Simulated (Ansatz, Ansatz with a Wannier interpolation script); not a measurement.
An input for Ansatz 0.2.0 (SiO2 (Stishovite)):

```yaml
crystal:
  lattice:
    - [4.1773, 0.0, 0.0]
    - [0.0, 4.1773, 0.0]
    - [0.0, 0.0, 2.6652]
  atoms:
    - { symbol: Si, position: [0.0, 0.0, 0.0] }
    - { symbol: Si, position: [0.5, 0.5, 0.5] }
    - { symbol: O, position: [0.3059, 0.3059, 0.0] }
    - { symbol: O, position: [0.1941, 0.8059, 0.5] }
    - { symbol: O, position: [0.6941, 0.6941, 0.0] }
    - { symbol: O, position: [0.8059, 0.1941, 0.5] }
kpoints:
  mp_grid: { grid: [4, 4, 6] }
hamiltonian:
  xc: lda
  pseudopotentials: { kind: paw, azcp: { folder: soft_1 }, xc_functional: pbe }
scf:
  occupations: { method: fixed }
gw:
  n_empty_bands: 213
  ecut_chi: 160.0
  qp_bands: [v12, c4]
  screening: { model: contour_deformation }
```

```sh
ansatz run input.yaml --threads 3 --pin off --max-ram 92160MiB --backend cuda --events-out ev --progress --plain --runs-dir out --devices 1 --max-vram 13GiB
```

Q: Estimate wall time and host memory on 1 × NVIDIA H100 80GB HBM3 (shared by 6 runs) with 3 threads of AMD EPYC 7R13 (Zen 3), shared host.

It took 29 s; on shared hardware allow 15 s to 59 s. Peak host memory was 1.2 GiB. The sizes that set the cost: 913 plane waves a state, 24 irreducible k points, 229 bands summed, 209 plane waves in the screening and 7 SCF cycles.

The screening grows as filled bands × empty bands × pairs of k points, times the square of the screening basis for the matrix.

[Paths, hosts, dates, memory and timing lines, banners, echoed tables and standing remarks are left out of the program output.]

[Logs are printed without paths, hosts, clocks, repeated set-up lines and the standing remarks that a program may print on its own settings, such as how far it seeks lower states.]

[Runs of the session that timed out or met a known fault of the program may be left out.]

[Hosts, paths, dates, database ids (printed as entryN), source tags and the programs' standing remarks are cut or masked in the printed files.]
